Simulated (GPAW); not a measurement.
**Quasiparticle gap of ZrSe3 (P2_1/m) in GPAW**

How does a plane-wave GW calculation on ZrSe3 (P2_1/m) run from the first input to the gap?

Main program and level: GPAW 26.7.0; LDA and many-body steps on it, plane waves.

### 1. The structure

Symmetry: P2_1/m, No. 11, monoclinic system. Conventional cell: a = 5.411 Å, b = 3.749 Å, c = 9.444 Å, α = 90.00°, β = 97.48°, γ = 90.00°. Zr has 8 Se at 2.72 to 2.87 Å nearest. Se has 4 Zr at 2.72 to 2.87 Å nearest. Se has 1 Se at 2.34 Å and 2 Zr at 2.73 Å nearest. Nearest to Se lie 1 Se at 2.34 Å and 2 Zr at 2.74 Å. Farther neighbours and most contacts between anions are not listed.

The cell and positions come from the Crystallography Open Database and are kept as given unless a step says otherwise.

### 2. Ground state

This step: GPAW 26.7.0; DFT, LDA, plane waves, PAW.

The ground-state density comes first.

Contents of run.py:

```python
import json
import numpy as np
from gpaw.mpi import world
from ase import Atoms
from gpaw import GPAW, PW, FermiDirac

atoms = Atoms(['Zr', 'Zr', 'Se', 'Se', 'Se', 'Se', 'Se', 'Se'],
    cell=[[5.4109000000, 0.0000000000, 0.0000000000],
      [0.0000000000, 3.7488000000, 0.0000000000],
      [-1.2294209091, 0.0000000000, 9.3636349901]],
    scaled_positions=[[0.2850000000, 0.2500000000, 0.6560000000],
      [0.7150000000, 0.7500000000, 0.3440000000],
      [0.7620000000, 0.2500000000, 0.5540000000],
      [0.2380000000, 0.7500000000, 0.4460000000],
      [0.4560000000, 0.2500000000, 0.1740000000],
      [0.5440000000, 0.7500000000, 0.8260000000],
      [0.8880000000, 0.2500000000, 0.1690000000],
      [0.1120000000, 0.7500000000, 0.8310000000]],
    pbc=(True, True, True))
calc = GPAW(mode=PW(450),
    xc='LDA',
    kpts={'size': (4, 6, 4), 'gamma': True},
    occupations=FermiDirac(0.001),
    nbands=-10,
    convergence={'density': 1e-6, 'bands': -3},
    maxiter=100,
    txt='gs.txt')
atoms.calc = calc
res = {'energy': atoms.get_potential_energy()}
kpts = calc.get_ibz_k_points()
res['kpts'] = kpts
res['eigenvalues'] = [calc.get_eigenvalues(kpt=k) for k in range(len(kpts))]
res['n_electrons'] = calc.get_number_of_electrons()
calc.write('gs.gpw')

if world.rank == 0:
    with open('result.json', 'w') as f:
        json.dump(res, f, default=lambda x: x.tolist())
```

Launch:

```sh
$ mpirun -n 8 gpaw python run.py
```

Numbers of over 12 decimals in the logs are rounded to 6 here.

Output:

```text
__  _  _
 | _ |_)|_||  |
 |__||  | ||/\| - 26.7.0

Input parameters:
  mode=PW(ecut=450.000000),
  convergence={'density': 1e-06, 'bands': -3},
  kpts=MonkhorstPack(size=(4, 6, 4), gamma=True),
  maxiter=100,
  nbands=-10,
  occupations=Occupations(name='fermi-dirac', width=0.001, fixmagmom=False),
  xc=XC(name='LDA')
  [... matrices ...]
Diagonalizing LCAO Hamiltonian
Converting LCAO to pw mode

         Se   Se

          Zr
                 Se
           Se
                  Zr

              Se   Se

Atoms  # Å, Bohr magnetons
|   | symbol |         x |        y |        z |    initial magnetic moments |
| 0 |     Zr |  0.735606 | 0.937200 | 6.142545 | ( 0.0000,  0.0000,  0.0000) |
| 1 |     Zr |  3.445873 | 2.811600 | 3.221090 | ( 0.0000,  0.0000,  0.0000) |
| 2 |     Se |  3.442007 | 0.937200 | 5.187454 | ( 0.0000,  0.0000,  0.0000) |
| 3 |     Se |  0.739472 | 2.811600 | 4.176181 | ( 0.0000,  0.0000,  0.0000) |
| 4 |     Se |  2.253451 | 0.937200 | 1.629272 | ( 0.0000,  0.0000,  0.0000) |
| 5 |     Se |  1.928028 | 2.811600 | 7.734363 | ( 0.0000,  0.0000,  0.0000) |
| 6 |     Se |  4.597107 | 0.937200 | 1.582454 | ( 0.0000,  0.0000,  0.0000) |
| 7 |     Se | -0.415628 | 2.811600 | 7.781181 | ( 0.0000,  0.0000,  0.0000) |

Unit cell  # Å
| periodic |         x |        y |        z |  lengths |    angles |
|      yes |  5.410900 | 0.000000 | 0.000000 | 5.410900 | 90.000000 |
|      yes |  0.000000 | 3.748800 | 0.000000 | 3.748800 | 97.480000 |
|      yes | -1.229421 | 0.000000 | 9.363635 | 9.444000 | 90.000000 |

Number of symmetries: 2
Symmetry operations  # r_c * U_cc + t_c -> r_c
|   | kind |            matrix            |
| 0 |  E   |  1, 0, 0,  0, 1, 0,  0, 0, 1 |
| 1 |  i   | -1, 0, 0,  0,-1, 0,  0, 0,-1 |

BZ-sampling:
  Number of BZ points: 96
  Number of IBZ points: 52

  Monkhorst-Pack size: [4, 6, 4]
  Monkhorst-Pack shift: [0.125, 0.083333, 0.125]

K-points  # in reciprocal-cell coordinates
|     |                                coordinates |     weight |
|   0 | (  0.00000000,   0.00000000,   0.00000000) | 0.01041667 |
|   1 | (  0.00000000,   0.00000000,   0.25000000) | 0.02083333 |
|   2 | (  0.00000000,   0.00000000,   0.50000000) | 0.01041667 |
|   3 | (  0.00000000,   0.16666667,  -0.25000000) | 0.02083333 |
|   4 | (  0.00000000,   0.16666667,   0.00000000) | 0.02083333 |
|   5 | (  0.00000000,   0.16666667,   0.25000000) | 0.02083333 |
|   6 | (  0.00000000,   0.16666667,   0.50000000) | 0.02083333 |
|   7 | (  0.00000000,   0.33333333,  -0.25000000) | 0.02083333 |
|   8 | (  0.00000000,   0.33333333,   0.00000000) | 0.02083333 |
|   9 | (  0.00000000,   0.33333333,   0.25000000) | 0.02083333 |
| ... |                                            |            |
|  51 | (  0.50000000,   0.50000000,   0.50000000) | 0.01041667 |

Plane wave coefficients: 4142
Cutoff: 450.000000 eV

Spin-components: 1 (collinear spins)
Bands:           40
Projectors:      42
Spin-degeneracy: 2
Datatype:        complex128

  Storage: CPU
  Wave functions: 137_546_240 bytes (17_193_280 per core)
  Projectors: 96_282_368 bytes (12_035_296 per core)
  [... matrices ...]
Parallelization:
  kpt:    8
  domain: 1
  band:   1

Density:
  Valence electrons: 60.0
  Components: 1
  Grid points: [27 20 48]
  Charge: 0.0  # |e|

Potential:
  Grid points: [27 20 48]

species:
  Zr:
    name:    Zirconium
    Z:       40.0
    valence: 12
    core:    28
    charge:  0.0  # [|e|]
    compensation charges:
      type: gauss
      rc: 0.40  # [Å]
      lmax: 2
    cutoffs:
      filter: 2.39  # [Å]
      core: 1.59  # [Å]
    projectors
    | kind |    occ | energy [eV] | rcut [Å] |
    |   4s |  2.000 |     -54.491 |    1.323 |
    |   5s |  2.000 |      -4.587 |    1.323 |
    |   4p |  6.000 |     -32.510 |    1.334 |
    |   5p |  0.000 |      -1.548 |    1.334 |
    |   4d |  2.000 |      -3.736 |    1.244 |
    |    d |        |      23.475 |    1.244 |

    Using partial waves for Zr as LCAO basis

  Se:
    name:    Selenium
    Z:       34.0
    valence: 6
    core:    28
    charge:  0.0  # [|e|]
    compensation charges:
      type: gauss
      rc: 0.27  # [Å]
      lmax: 2
    cutoffs:
      filter: 1.77  # [Å]
      core: 2.67  # [Å]
    projectors
    | kind |    occ | energy [eV] | rcut [Å] |
    |   4s |  2.000 |     -17.472 |    0.847 |
    |   4p |  4.000 |      -6.656 |    1.005 |
    |    s |        |       9.739 |    0.847 |
    |    p |        |      20.555 |    1.005 |
    |    d |        |       0.000 |    0.847 |

    Using partial waves for Se as LCAO basis

Reference energy: -591676.167234  # eV

eigensolver:
  PPCG
  Converge bands: -3
  niter=2

density mixing:
  MSR1-Mixer
  Pratt-step length: 0.05
  Maximum mixing coefficient: 0.75
  Old densities: 10
  SVD Regularization: 0.005
  Good broyden scale: 1.0
  Trust region scale: 1.0
  Backstep threshold: 4.0
  History deletion threshold: 6.0
  Fourier metric: weight=20.0, sigma=0.015

occupation numbers:
  Fermi-Dirac:
    width: 0.0010  # eV

poisson solver:
  ecut: 3600.000000  # eV

xc functional:
  name: None

Initialization done in: 2.510 s

convergence criteria:
- Maximum integral of absolute [dens]ity change: 1e-06 electrons / valence electron
- Maximum [total energy] change in last 3 cyles: 0.0005 eV / valence electron
- Maximum integral of absolute [eigenst]ate change: 4e-08 eV^2 / valence electron
maximum number of iterations: 100

SCF iterations
|iter     |     time |      energy | eigst |  dens |
|iter:   1|  |  -50.898215 | +0.58 |       |
|iter:   2|  |  -50.736890 | -0.36 | -1.15 |
|iter:   3|  |  -50.433851 | -0.42 | -1.19 |
|iter:   4|  |  -50.234918 | -0.52 | -1.42 |
|iter:   5|  |  -49.996004 | -1.30 | -1.55 |
|iter:   6|  |  -49.994056 | -2.24 | -2.10 |
|iter:   7|  |  -49.992458c| -2.51 | -2.57 |
|iter:   8|  |  -49.992427c| -2.88 | -3.09 |
|iter:   9|  |  -49.992429c| -3.09 | -3.74 |
|iter:  10|  |  -49.992429c| -3.30 | -4.20 |
|iter:  11|  |  -49.992429c| -3.51 | -4.64 |
|iter:  12|  |  -49.992429c| -3.70 | -5.13 |
|iter:  13|  |  -49.992429c| -3.94 | -5.73 |
|iter:  14|  |  -49.992429c| -4.12 | -6.37c|
|iter:  15|  |  -49.992429c| -4.31 | -6.78c|
|iter:  16|  |  -49.992429c| -4.51 | -7.20c|
|iter:  17|  |  -49.992429c| -4.70 | -7.48c|
|iter:  18|  |  -49.992429c| -4.88 | -7.84c|
|iter:  19|  |  -49.992429c| -5.02 | -8.22c|
|iter:  20|  |  -49.992429c| -5.21 | -8.69c|
|iter:  21|  |  -49.992429c| -5.35 | -9.24c|
|iter:  22|  |  -49.992429c| -5.51 | -9.79c|
|iter:  23|  |  -49.992429c| -5.63 |-10.17c|
|iter:  24|  |  -49.992429c| -5.74 |-10.56c|
|iter:  25|  |  -49.992429c| -5.85 |-11.06c|
|iter:  26|  |  -49.992429c| -5.95 |-11.58c|
|iter:  27|  |  -49.992429c| -6.05 |-12.07c|
|iter:  28|  |  -49.992429c| -6.17 |-12.44c|
|iter:  29|  |  -49.992429c| -6.28 |-12.76c|
|iter:  30|  |  -49.992429c| -6.43 |-12.99c|
|iter:  31|  |  -49.992429c| -6.53 |-12.97c|
|iter:  32|  |  -49.992429c| -6.65 |-13.08c|
[...]
|iter:  36|  |  -49.992429c| -6.93 |-13.24c|
|iter:  37|  |  -49.992429c| -7.03 |-13.35c|
|iter:  38|  |  -49.992429c| -7.12 |-13.55c|
|iter:  39|  |  -49.992429c| -7.22 |-13.55c|
|iter:  40|  |  -49.992429c| -7.30 |-13.65c|
|iter:  41|  |  -49.992429c| -7.40c|-13.98c|

Converged in 41 steps
SCF loop duration: 83.642 s (2.040 s/step)
Energy contributions relative to reference atoms: (reference = -591676.167234)
  [... matrices ...]
Energy contributions:
  Kinetic:          53.831812
  Coulomb:         -56.169787
  Zero:              0.363305
  External:          0.000000
  Xc:              -48.017759
  Entropy:          -0.000000
  Spinorbit:         0.000000
  ----------------------------
  Free energy:     -49.992429
  Extrapolated:    -49.992429

dipole moment: (0.000095, 0.000085, 0.000213)  # |e|*Ang

Fermi level: 6.235
Eigenvalues  # (at kpt = [0.000, 0.000, 0.000])
| band index |      eig [eV] | occ [0-2] |
|          0 |       -42.820 |     2.000 |
|        ... |               |           |
|         22 |         4.131 |     2.000 |
|         23 |         5.022 |     2.000 |
|         24 |         5.280 |     2.000 |
|         25 |         5.418 |     2.000 |
|         26 |         5.429 |     2.000 |
|         27 |         5.538 |     2.000 |
|         28 |         5.994 |     2.000 |
|         29 |         6.112 |     2.000 |
|         30 |         6.759 |     0.000 |
[...]
|         34 |         9.155 |     0.000 |
|         35 |         9.242 |     0.000 |
|         36 |         9.612 |     0.000 |
|         37 |         9.648 |     0.000 |
|        ... |               |           |
|         39 |        10.339 |     0.000 |

Gap: 0.290 eV
Transition (v -> c):
  (s=0, k=0, n=29, [0.00, 0.00, 0.00]) -> (s=0, k=42, n=30, [0.50, 0.17, 0.00])
Direct/indirect transitions are different
Direct gap: 0.580 eV
Transition at: (s=0, k=1, n=29, [0.00, 0.00, 0.25])
# Writing to gs.gpw (mode='')
  [... matrices ...]
```

Wall time 89 s (8 MPI ranks of Arm Neoverse V1, shared host); peak memory 1.7 GiB.

Numbers from this step:

```yaml
total_energy: -49.99 eV
gap: 0.2904 eV
k_of_the_valence_top: 0, 0, 0
k_of_the_conduction_bottom: 0.5, 0.1667, 0
least_direct_gap: 0.5805 eV
```

The gap is indirect, with the least direct gap 0.29 eV higher.

### 3. Bands along the symmetry lines

The cheap functional maps the bands first; the places of the edges decide which points the dearer methods must see.

Contents of run.py:

```python
import json
import numpy as np
from gpaw.mpi import world
from gpaw import GPAW

path = [[0.000000, 0.000000, 0.000000],
    [0.000000, 0.062500, 0.000000],
    [0.000000, 0.125000, 0.000000],
    [0.000000, 0.187500, 0.000000],
    [0.000000, 0.250000, 0.000000],
    [0.000000, 0.312500, 0.000000],
    [0.000000, 0.375000, 0.000000],
    [0.000000, 0.437500, 0.000000],
    [0.000000, 0.500000, 0.000000],
    [0.000000, 0.500000, 0.062500],
    [0.000000, 0.500000, 0.125000],
    [0.000000, 0.500000, 0.187500],
    [0.000000, 0.500000, 0.250000],
    [0.000000, 0.500000, 0.312500],
    [0.000000, 0.500000, 0.375000],
    [0.000000, 0.500000, 0.437500],
    [0.000000, 0.500000, 0.500000],
    [0.000000, 0.437500, 0.500000],
    [0.000000, 0.375000, 0.500000],
    [0.000000, 0.312500, 0.500000],
    [0.000000, 0.250000, 0.500000],
    [0.000000, 0.187500, 0.500000],
    [0.000000, 0.125000, 0.500000],
    [0.000000, 0.062500, 0.500000],
    [0.000000, 0.000000, 0.500000],
    [0.000000, 0.000000, 0.437500],
    [0.000000, 0.000000, 0.375000],
    [0.000000, 0.000000, 0.312500],
    [0.000000, 0.000000, 0.250000],
    [0.000000, 0.000000, 0.187500],
    [0.000000, 0.000000, 0.125000],
    [0.000000, 0.000000, 0.062500],
    [0.000000, 0.000000, 0.000000],
    [-0.062500, 0.000000, 0.062500],
    [-0.125000, 0.000000, 0.125000],
    [-0.187500, 0.000000, 0.187500],
    [-0.250000, 0.000000, 0.250000],
    [-0.312500, 0.000000, 0.312500],
    [-0.375000, 0.000000, 0.375000],
    [-0.437500, 0.000000, 0.437500],
    [-0.500000, 0.000000, 0.500000],
    [-0.500000, 0.062500, 0.500000],
    [-0.500000, 0.125000, 0.500000],
    [-0.500000, 0.187500, 0.500000],
    [-0.500000, 0.250000, 0.500000],
    [-0.500000, 0.312500, 0.500000],
    [-0.500000, 0.375000, 0.500000],
    [-0.500000, 0.437500, 0.500000],
    [-0.500000, 0.500000, 0.500000],
    [-0.437500, 0.500000, 0.437500],
    [-0.375000, 0.500000, 0.375000],
    [-0.312500, 0.500000, 0.312500],
    [-0.250000, 0.500000, 0.250000],
    [-0.187500, 0.500000, 0.187500],
    [-0.125000, 0.500000, 0.125000],
    [-0.062500, 0.500000, 0.062500],
    [0.000000, 0.500000, 0.000000],
    [-0.062500, 0.500000, 0.000000],
    [-0.125000, 0.500000, 0.000000],
    [-0.187500, 0.500000, 0.000000],
    [-0.250000, 0.500000, 0.000000],
    [-0.312500, 0.500000, 0.000000],
    [-0.375000, 0.500000, 0.000000],
    [-0.437500, 0.500000, 0.000000],
    [-0.500000, 0.500000, 0.000000],
    [-0.500000, 0.437500, 0.000000],
    [-0.500000, 0.375000, 0.000000],
    [-0.500000, 0.312500, 0.000000],
    [-0.500000, 0.250000, 0.000000],
    [-0.500000, 0.187500, 0.000000],
    [-0.500000, 0.125000, 0.000000],
    [-0.500000, 0.062500, 0.000000],
    [-0.500000, 0.000000, 0.000000],
    [-0.437500, 0.000000, 0.000000],
    [-0.375000, 0.000000, 0.000000],
    [-0.312500, 0.000000, 0.000000],
    [-0.250000, 0.000000, 0.000000],
    [-0.187500, 0.000000, 0.000000],
    [-0.125000, 0.000000, 0.000000],
    [-0.062500, 0.000000, 0.000000],
    [0.000000, 0.000000, 0.000000]]
calc = GPAW('gs.gpw').fixed_density(kpts=path,
    symmetry='off',
    nbands=40,
    convergence={'bands': 36},
    txt='bands.txt')
res = {}
kpts = calc.get_ibz_k_points()
res['kpts'] = kpts
res['eigenvalues'] = [calc.get_eigenvalues(kpt=k) for k in range(len(kpts))]
res['n_electrons'] = calc.get_number_of_electrons()

if world.rank == 0:
    with open('result.json', 'w') as f:
        json.dump(res, f, default=lambda x: x.tolist())
```

Launch:

```sh
$ mpirun -n 8 gpaw python run.py
```

Output:

```text
Diagonalizing LCAO Hamiltonian
Converting LCAO to pw mode
convergence criteria:
- Maximum integral of absolute [eigenst]ate change: 4e-08 eV^2 / valence electron
maximum number of iterations: 100

SCF iterations
|iter     |     time |      energy | eigst |  dens |
|iter:   1|  |             | +0.53 |       |
|iter:   2|  |             | -0.53 |       |
|iter:   3|  |             | -1.30 |       |
[...]
|iter:  43|  |             | -7.17 |       |
|iter:  44|  |             | -7.35 |       |
|iter:  45|  |             | -7.45c|       |
SCF steps: 45
  __  _  _
 | _ |_)|_||  |
 |__||  | ||/\| - 26.7.0

Input parameters:
  mode=PW(ecut=450.000000),
  convergence={'bands': 36},
  gpts=array([27, 20, 48]),
  kpts=KPoints(kpts=array([[ 0.    ,  0.    ,  0.    ],
         [ 0.    ,  0.0625,  0.    ],
         [ 0.    ,  0.125 ,  0.    ],
         [ 0.    ,  0.1875,  0.    ],
         [ 0.    ,  0.25  ,  0.    ],
         [ 0.    ,  0.3125,  0.    ],
         [ 0.    ,  0.375 ,  0.    ],
[...]
[ 0.    ,  0.5   ,  0.0625],
[...]
[ 0.    ,  0.5   ,  0.1875],
[...]
[ 0.    ,  0.5   ,  0.3125],
[...]
[ 0.    ,  0.1875,  0.5   ],
[...]
[ 0.    ,  0.0625,  0.5   ],
[...]
[ 0.    ,  0.    ,  0.1875],
[...]
[ 0.    ,  0.    ,  0.0625],
         [ 0.    ,  0.    ,  0.    ],
         [-0.0625,  0.    ,  0.0625],
         [-0.125 ,  0.    ,  0.125 ],
         [-0.1875,  0.    ,  0.1875],
         [-0.25  ,  0.    ,  0.25  ],
         [-0.3125,  0.    ,  0.3125],
         [-0.375 ,  0.    ,  0.375 ],
[...]
[-0.5   ,  0.0625,  0.5   ],
[...]
[-0.5   ,  0.1875,  0.5   ],
[...]
[-0.5   ,  0.3125,  0.5   ],
[...]
[-0.1875,  0.5   ,  0.1875],
[...]
[-0.0625,  0.5   ,  0.0625],
         [ 0.    ,  0.5   ,  0.    ],
         [-0.0625,  0.5   ,  0.    ],
[...]
[-0.1875,  0.5   ,  0.    ],
[...]
[-0.3125,  0.5   ,  0.    ],
[...]
[-0.5   ,  0.1875,  0.    ],
[...]
[-0.5   ,  0.0625,  0.    ],
[...]
[-0.25  ,  0.    ,  0.    ],
         [-0.1875,  0.    ,  0.    ],
         [-0.125 ,  0.    ,  0.    ],
         [-0.0625,  0.    ,  0.    ],
         [ 0.    ,  0.    ,  0.    ]])),
  maxiter=100,
  nbands=40,
  occupations=Occupations(name='fermi-dirac', width=0.001, fixmagmom=False),
  parallel={},
  symmetry=Symmetry(point_group=False, time_reversal=False),
  xc=XC(name='LDA')
```

The job ended after 2.3 min (8 MPI ranks; peak memory 2 GiB; 17 min of CPU time).

Numbers from this step:

```
gap                        : 0.2856 eV
k of the valence top       : -0.125, 0, 0
k of the conduction bottom : -0.5, 0.125, 0
least direct gap           : 0.5774 eV
```

The gap is 0.286 eV, −0.005 eV from the run before at this level.

The electronic bands at the labelled points (eV, zero at the top of the highest filled band):

```csv
point,band 27,band 28,band 29,band 30,band 31,band 32,band 33,band 34
Γ,-0.69,-0.58,-0.12,0.00,0.64,1.01,2.64,2.83
halfway,-1.28,-1.22,-1.02,-0.88,1.76,1.96,2.68,2.80
Z,-1.69,-1.69,-1.15,-1.15,2.38,2.38,2.77,2.77
halfway,-1.79,-1.79,-1.14,-1.14,2.40,2.40,2.78,2.78
D,-1.91,-1.91,-1.14,-1.14,2.41,2.41,2.78,2.78
halfway,-1.22,-1.09,-0.98,-0.91,1.60,2.19,2.64,2.86
B,-0.69,-0.59,-0.15,-0.10,0.48,1.18,2.65,2.80
halfway,-0.69,-0.58,-0.14,-0.05,0.53,1.13,2.66,2.79
Γ,-0.69,-0.58,-0.12,0.00,0.64,1.01,2.64,2.83
halfway,-0.87,-0.57,-0.56,-0.09,0.78,1.13,1.81,2.09
A,-1.49,-0.89,-0.45,-0.42,0.31,0.54,1.14,1.23
halfway,-1.34,-1.18,-1.05,-0.99,0.36,0.53,2.08,2.19
E,-1.67,-1.67,-1.42,-1.42,0.55,0.55,2.51,2.51
halfway,-1.55,-1.55,-1.27,-1.27,2.25,2.25,2.40,2.40
Z,-1.69,-1.69,-1.15,-1.15,2.38,2.38,2.77,2.77
halfway,-1.51,-1.51,-1.20,-1.20,2.10,2.10,2.46,2.46
C2,-1.82,-1.82,-1.32,-1.32,0.54,0.54,2.42,2.42
halfway,-1.30,-1.27,-1.18,-1.00,0.33,0.54,2.01,2.06
Y2,-0.98,-0.56,-0.37,-0.30,0.30,0.64,1.11,1.20
halfway,-0.56,-0.51,-0.37,-0.06,0.83,1.08,1.81,2.14
Γ,-0.69,-0.58,-0.12,0.00,0.64,1.01,2.64,2.83
```

### 4. Empty states on the mesh, 4×4×2 mesh, 318 bands

The sums over transitions need many empty states on a uniform mesh; this step solves for them.

Contents of run.py:

```python
import json
import numpy as np
from gpaw.mpi import world
from gpaw import GPAW

calc = GPAW('gs.gpw').fixed_density(kpts={'size': (4, 4, 2), 'gamma': True},
    parallel={'domain': 1, 'band': 1},
    txt='nscf.txt')
calc.diagonalize_full_hamiltonian(nbands=318)
calc.write('full.gpw', mode='all')
res = {}
kpts = calc.get_ibz_k_points()
res['kpts'] = kpts
res['eigenvalues'] = [calc.get_eigenvalues(kpt=k) for k in range(len(kpts))]
res['n_electrons'] = calc.get_number_of_electrons()

if world.rank == 0:
    with open('result.json', 'w') as f:
        json.dump(res, f, default=lambda x: x.tolist())
```

Launch:

```sh
$ mpirun -n 8 gpaw python run.py
```

Output:

```text
Diagonalizing LCAO Hamiltonian
Converting LCAO to pw mode
convergence criteria:
- Maximum integral of absolute [eigenst]ate change: 4e-08 eV^2 / valence electron
maximum number of iterations: 100

SCF iterations
|iter     |     time |      energy | eigst |  dens |
|iter:   1|  |             | +0.62 |       |
|iter:   2|  |             | -0.37 |       |
|iter:   3|  |             | -1.10 |       |
[...]
|iter:  38|  |             | -7.29 |       |
|iter:  39|  |             | -7.33 |       |
|iter:  40|  |             | -7.40c|       |
SCF steps: 40
  __  _  _
 | _ |_)|_||  |
 |__||  | ||/\| - 26.7.0

Input parameters:
  mode=PW(ecut=450.000000),
  convergence={'density': 1e-06, 'bands': -3},
  gpts=array([27, 20, 48]),
  kpts=MonkhorstPack(size=(4, 4, 2), gamma=True),
  maxiter=100,
  nbands=40,
  occupations=Occupations(name='fermi-dirac', width=0.001, fixmagmom=False),
  parallel={'domain': 1, 'band': 1},
  xc=XC(name='LDA')
Matrix size: 4142x4142
# Writing to full.gpw (mode='all')
  [... matrices ...]

timing:  # [seconds]
  Total: 286.177  # ━━━━━━━━━━━━━━━━━━━━━━━━━━━━━━━━━━━━━━━━━━━━━━━━━━━━━━━━━
```

Run time: 5.4 min. Hardware: 8 MPI ranks; peak memory 13 GiB; 40 min of CPU time.

Numbers from this step:

* gap: 0.3077 eV
* k of the valence top: 0, 0, 0
* k of the conduction bottom: 0.5, 0, 0
* least direct gap: 0.5848 eV
* k points computed: 20
* lowest point of the top converged band, above the valence top: 66.2552 eV

On this mesh the gap is 0.308 eV.

[end of part 1 of 2]

[Paths, hosts, dates, memory and timing lines, banners, echoed tables and standing remarks are left out of the program output.]

[Logs are printed without paths, hosts, clocks, repeated set-up lines and the standing remarks that a program may print on its own settings, such as how far it seeks lower states.]

[Runs of the session that timed out or met a known fault of the program may be left out.]

[Hosts, paths, dates, database ids (printed as entryN), source tags and the programs' standing remarks are cut or masked in the printed files.]
